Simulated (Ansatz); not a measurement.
# Si on Ni(100): change of the work function, part 4 of 4

Aim: the work function of Ni(100) at several coverages of Si (hollow site), and the dipole that each adsorbate carries.

Ansatz 0.2.0; plane-wave DFT, PBE, Ansatz PAW.

So far, work function, upper face (eV): step 2 (the clean slab) 4.88; step 3 (37 atoms, coverage 0.111 ML, cell 3x3) 4.90; step 4 (17 atoms, coverage 0.25 ML, cell 2x2) 4.86.

## (5) The covered slab, k-mesh 6×6×1, coverage 0.5 ML

System of this step: Si/Ni(100). The cell holds 18 atoms: 16 Ni and 2 Si. Its edges and angles: a = 4.978 Å, b = 4.978 Å, c = 24.897 Å, α = 90.0°, β = 90.0°, γ = 90.0°. Vacuum lies along c.

Another coverage, to see how the dipoles act on each other as their distance changes.

Contents of input.yaml:

```yaml
crystal:
  lattice:
    - [4.9780317396, 0.0, 0.0]
    - [0.0, 4.9780317396, 0.0]
    - [0.0, 0.0, 24.8973126539]
  atoms:
    - { symbol: Ni, position: [0.25, 0.25, 0.3614847966], spin: 0.76 }
    - { symbol: Ni, position: [0.0, 0.0, 0.4321751568], spin: 0.69 }
    - { symbol: Ni, position: [0.25, 0.25, 0.5037551102], spin: 0.7 }
    - { symbol: Ni, position: [0.0, 0.0, 0.5717733824], spin: 0.76 }
    - { symbol: Ni, position: [0.25, 0.75, 0.3614847966], spin: 0.76 }
    - { symbol: Ni, position: [0.0, 0.5, 0.4321751568], spin: 0.69 }
    - { symbol: Ni, position: [0.25, 0.75, 0.5037551102], spin: 0.7 }
    - { symbol: Ni, position: [0.0, 0.5, 0.5717733824], spin: 0.76 }
    - { symbol: Ni, position: [0.75, 0.25, 0.3614847966], spin: 0.76 }
    - { symbol: Ni, position: [0.5, 0.0, 0.4321751568], spin: 0.69 }
    - { symbol: Ni, position: [0.75, 0.25, 0.5037551102], spin: 0.7 }
    - { symbol: Ni, position: [0.5, 0.0, 0.5717733824], spin: 0.76 }
    - { symbol: Ni, position: [0.75, 0.75, 0.3614847966], spin: 0.76 }
    - { symbol: Ni, position: [0.5, 0.5, 0.4321751568], spin: 0.69 }
    - { symbol: Ni, position: [0.75, 0.75, 0.5037551102], spin: 0.7 }
    - { symbol: Ni, position: [0.5, 0.5, 0.5717733824], spin: 0.76 }
    - { symbol: Si, position: [0.25, 0.25, 0.6385152034] }
    - { symbol: Si, position: [0.75, 0.75, 0.6385152034] }
magnetization:
  spin_polarized: true
kpoints:
  mp_grid: { grid: [6, 6, 1] }
hamiltonian:
  xc: pbe
scf:
  occupations: { method: fermi_dirac, width: 0.1 }
  convergence: { dr2_threshold: 1.0e-08 }
efield:
  axis: 3
  dipole_correction: true
  ramp_position: 0.97
  ramp_width: 0.06
relax:
  f_tol: 0.02
  max_steps: 60
  constraints: [{ sites: [0, 1, 4, 5, 8, 9, 12, 13] }]
output:
  dos: { projected: true, e_range: [-8, 4] }
  write_potential: true
  write_density: true
  volumetric_format: npy
  elf: true
```

The run is started by

```bash
$ ansatz run input.yaml --threads 8 --pin off --max-ram 16384MiB --backend cpu --events-out ev --progress --plain --runs-dir out
```

Numbers of over 12 decimals in the logs are rounded to 6 here.

Log:

```text
[...]
Crystal: 18 atoms, lattice volume = 616.975 Å³
Basis set: ecut = 420 eV, 12127 PW (Γ), exchange–correlation on 72×72×360 points (8 copies of the dense FFT grid, shifted against one another)
Bands: 185, of which v1, the nominal top of the filled ones, is band 148 counted from 1 (147 counted from 0)
[...]
- { symbol: Ni, position: [0.750000, 0.750000, 0.3614847966] }
    - { symbol: Ni, position: [0.5, 0.5, 0.432175] }
    - { symbol: Ni, position: [0.750000, 0.750000, 0.501670] }
    - { symbol: Ni, position: [0.5, 0.5, 0.574874] }
    - { symbol: Si, position: [0.25, 0.25, 0.631450] }
    - { symbol: Si, position: [0.750000, 0.750000, 0.631450] }
[key lines of the parts left out:]
SCF converged after 11 iterations
Magnetization: 8.0945 μB (152.0472 up, 143.9528 down)
Free energy (F): -94702.917662 eV
Fermi energy:    2.438832 eV
Dipole field:    D = 0.011586 V/Å  (p = 0.039505 e·Å, saw-weighted, corrected)
Work function:   Φ+ = 4.6007 eV   Φ− = 4.8891 eV
```

Elapsed: 4.3 min, on 8 threads of Arm Neoverse V2, shared host; peak memory 5.5 GiB.

Relaxation path:

| step | energy less that of the first step (eV) | largest force component (eV/Å) |
| --- | --- | --- |
| 1 | 0.0000 | 1.4245 |
| 2 | -0.2462 | 1.0595 |
| 3 | -0.4839 | 0.3442 |
| 4 | -0.4978 | 0.0241 |
| 5 | -0.4979 | 0.0043 |

The run keeps the 16 symmetry operations that it works with, so distortions that break them were not tested.

The atoms that moved most (Å):

| atom | dx | dy | dz | length |
| --- | --- | --- | --- | --- |
| Si18 | 0.000 | 0.000 | -0.176 | 0.176 |
| Si17 | 0.000 | 0.000 | -0.176 | 0.176 |
| Ni4 | 0.000 | 0.000 | 0.077 | 0.077 |
| Ni8 | 0.000 | 0.000 | 0.077 | 0.077 |
| Ni16 | 0.000 | 0.000 | 0.077 | 0.077 |
| Ni12 | 0.000 | 0.000 | 0.077 | 0.077 |
| Ni3 | 0.000 | 0.000 | -0.052 | 0.052 |
| Ni15 | 0.000 | 0.000 | -0.052 | 0.052 |

Final coordinates:

```
Ni Si
1.0
     4.97803    0.00000    0.00000
     0.00000    4.97803    0.00000
     0.00000    0.00000   24.89731
Ni Si
16 2
Cartesian
  1.2445 1.2445 9.0000
  0.0000 0.0000 10.7600
  1.2445 1.2445 12.4902
  0.0000 0.0000 14.3128
  1.2445 3.7335 9.0000
  0.0000 2.4890 10.7600
  1.2445 3.7335 12.5462
  0.0000 2.4890 14.3128
  3.7335 1.2445 9.0000
  2.4890 0.0000 10.7600
  3.7335 1.2445 12.5462
  2.4890 0.0000 14.3128
  3.7335 3.7335 9.0000
  2.4890 2.4890 10.7600
  3.7335 3.7335 12.4902
  2.4890 2.4890 14.3128
  1.2445 1.2445 15.7214
  3.7335 3.7335 15.7214
```

The relaxation took 5 steps and lowered the energy by 0.50 eV; the largest force on the free atoms ends at 0.0043 eV/Å.

The covered face has 4.60 eV, -0.28 eV against the clean one; the bare back face has moved by +0.01 eV, a measure of how thin the slab is.

## (6) Adsorbate added, k-mesh 12×12×1, coverage 1 ML

System of this step: Si/Ni(100). The cell holds 5 atoms: 4 Ni and 1 Si. Its edges and angles: a = 2.489 Å, b = 2.489 Å, c = 24.897 Å, α = 90.0°, β = 90.0°, γ = 90.0°. Vacuum lies along c.

Another coverage, to see how the dipoles act on each other as their distance changes.

input.yaml, the sections that differ from step 5:

```yaml
crystal:
  lattice:
    - [2.4890158698, 0.0, 0.0]
    - [0.0, 2.4890158698, 0.0]
    - [0.0, 0.0, 24.8973126539]
  atoms:
    - { symbol: Ni, position: [0.5, 0.5, 0.3614847966], spin: 0.76 }
    - { symbol: Ni, position: [0.0, 0.0, 0.4321751568], spin: 0.69 }
    - { symbol: Ni, position: [0.5, 0.5, 0.5037551102], spin: 0.7 }
    - { symbol: Ni, position: [0.0, 0.0, 0.5717733824], spin: 0.76 }
    - { symbol: Si, position: [0.5, 0.5, 0.6385152034] }
kpoints:
  mp_grid: { grid: [12, 12, 1] }
relax:
  f_tol: 0.02
  max_steps: 60
  constraints: [{ sites: [0, 1] }]
output:
  write_potential: true
  write_density: true
  volumetric_format: npy
# magnetization, hamiltonian, scf, efield: as in step 5
```

Log:

```text
[...]
Crystal: 5 atoms, lattice volume = 154.244 Å³
Basis set: ecut = 420 eV, 3003 PW (Γ), exchange–correlation on 36×36×360 points (8 copies of the dense FFT grid, shifted against one another)
Bands: 48, of which v1, the nominal top of the filled ones, is band 38 counted from 1 (37 counted from 0)
[...]
F+E_penalty+E_count = -23993.82904386 eV   max|allowed force component| = 6.923e-4 eV/Å
  atoms:
    - { symbol: Ni, position: [0.5, 0.5, 0.3614847966] }
    - { symbol: Ni, position: [0.0, 0.0, 0.432175] }
    - { symbol: Ni, position: [0.5, 0.5, 0.502759] }
    - { symbol: Ni, position: [0, 0.0, 0.575648] }
    - { symbol: Si, position: [0.5, 0.5, 0.643776] }
[key lines of the parts left out:]
SCF converged after 11 iterations
Magnetization: 1.9474 μB (38.9737 up, 37.0263 down)
Free energy (F): -23993.829044 eV
Fermi energy:    2.999642 eV
Dipole field:    D = -0.007556 V/Å  (p = -0.006441 e·Å, saw-weighted, corrected)
Work function:   Φ+ = 5.0889 eV   Φ− = 4.9008 eV
```

Run time: 37 s. Hardware: 8 threads; peak memory 0.82 GiB; 4.6 min of CPU time.

Step by step:

| step | energy less that of the first step (eV) | largest force component (eV/Å) |
| --- | --- | --- |
| 1 | 0.0000 | 0.7852 |
| 2 | -0.0278 | 0.4893 |
| 3 | -0.0456 | 0.0735 |
| 4 | -0.0459 | 0.0217 |
| 5 | -0.0459 | 0.0007 |

Forces are held to the 8 operations that the run works with; a distortion that breaks them can't arise in this run.

The atoms that moved most (Å):

| atom | dx | dy | dz | length |
| --- | --- | --- | --- | --- |
| Si5 | 0.000 | 0.000 | 0.131 | 0.131 |
| Ni4 | 0.000 | 0.000 | 0.096 | 0.096 |
| Ni3 | 0.000 | 0.000 | -0.025 | 0.025 |

Final coordinates:

```xyz
5
Lattice="2.4890 0.0000 0.0000 0.0000 2.4890 0.0000 0.0000 0.0000 24.8973" Properties=species:S:1:pos:R:3
Ni    1.2445    1.2445    9.0000
Ni    0.0000    0.0000   10.7600
Ni    1.2445    1.2445   12.5174
Ni    0.0000    0.0000   14.3321
Si    1.2445    1.2445   16.0283
```

Running mean over 1.76 Å of the planar mean; the ramp of the sawtooth is left out. Table of electron's electrostatic potential energy less the Fermi level by z:

| z (Å) | electron's electrostatic potential energy less the Fermi level (eV) |
| --- | --- |
| 3.5 | 4.90 |
| 4.0 | 4.90 |
| 4.5 | 4.90 |
| 5.0 | 4.90 |
| 5.5 | 4.89 |
| 6.0 | 4.86 |
| 6.5 | 4.76 |
| 7.0 | 4.39 |
| 7.5 | 2.94 |
| 8.0 | -1.71 |
| 8.5 | -7.38 |
| 9.0 | -9.88 |
| 9.5 | -10.2 |
| 10.0 | -10.3 |
| 10.5 | -10.3 |
| 11.0 | -10.4 |
| 11.5 | -10.4 |
| 12.0 | -10.3 |
| 12.5 | -10.2 |
| 13.0 | -9.90 |
| 13.5 | -9.77 |
| 14.0 | -10.3 |
| 14.5 | -11.2 |
| 15.0 | -12.0 |
| 15.5 | -12.0 |
| 16.0 | -11.3 |
| 16.5 | -8.60 |
| 17.0 | -2.73 |
| 17.5 | 2.39 |
| 18.0 | 4.39 |
| 18.5 | 4.91 |
| 19.0 | 5.05 |
| 19.5 | 5.08 |
| 20.0 | 5.09 |
| 20.5 | 5.09 |
| 21.0 | 5.09 |
| 21.5 | 5.09 |

The relaxation took 5 steps and lowered the energy by 0.046 eV; the largest force on the free atoms ends at 6.9e-4 eV/Å.

The covered face has 5.09 eV, +0.21 eV against the clean one; the bare back face has moved by +0.02 eV, a measure of how thin the slab is.

## (7) Work function against coverage

This step: plane-wave DFT, PBE, Ansatz PAW; work function against coverage (Ansatz 0.2.0).

The runs are now put side by side.

Numbers from this step:

```
work function of the clean face     : 4.883 eV
largest change of the work function : -0.2822 eV
```

The work function of the covered face by coverage:

| coverage (adsorbates/nm²) | work function of the covered face (eV) |
| --- | --- |
| 0.00 | 4.88 |
| 1.79 | 4.90 |
| 4.04 | 4.86 |
| 8.07 | 4.60 |
| 16.14 | 5.09 |

The dipole per adsorbate comes from the change of the cell's dipole. Coverage, by row:

| coverage (1/nm²) | coverage (ML) | work function (eV) | change (eV) | dipole per adsorbate, positive end outwards (debye) | mean height of the added atoms over the highest substrate atom (Å) |
| --- | --- | --- | --- | --- | --- |
| 1.793 | 0.1111 | 4.9 | 0.01696 | -0.013 | 1.299 |
| 4.035 | 0.25 | 4.859 | -0.02418 | 0.021 | 1.324 |
| 8.071 | 0.5 | 4.601 | -0.2822 | 0.095 | 1.409 |
| 16.14 | 1 | 5.089 | 0.2061 | -0.031 | 1.696 |

## (8) Results

```yaml
work_function_of_the_clean_face: 4.88 eV
work_function_at_0p11_ml: 4.90 eV
work_function_at_0p25_ml: 4.86 eV
work_function_at_0p5_ml: 4.60 eV
work_function_at_1_ml: 5.09 eV
dipole_per_adsorbate_at_0p11_ml_positive_end_outwards: -0.01 D
```

In words: At the lowest coverage Si changes the work function of Ni(100) by under 0.15 eV, within the error of so thin a slab; the largest change, -0.28 eV, comes at higher coverage. The work function passes a minimum near 0.5 ML among the coverages run and rises again. The slab has 4 layers, at the tabulated experimental lattice constant, one starting site was run, and quantum-size effects of a slab this thin can reach one or two tenths of an eV. The magnetic order is the one reached from the typed start; other orders were not compared.

[Logs are printed without paths, hosts, clocks, repeated set-up lines and the standing remarks that a program may print on its own settings, such as how far it seeks lower states.]

[Hosts, paths, dates, database ids (printed as entryN), source tags and the programs' standing remarks are cut or masked in the printed files.]

[Maps of the electrostatic potential energy from Ansatz leave out the sawtooth potential of an applied field or a dipole correction, so their vacuum need not be flat; planar profiles and work functions include it.]
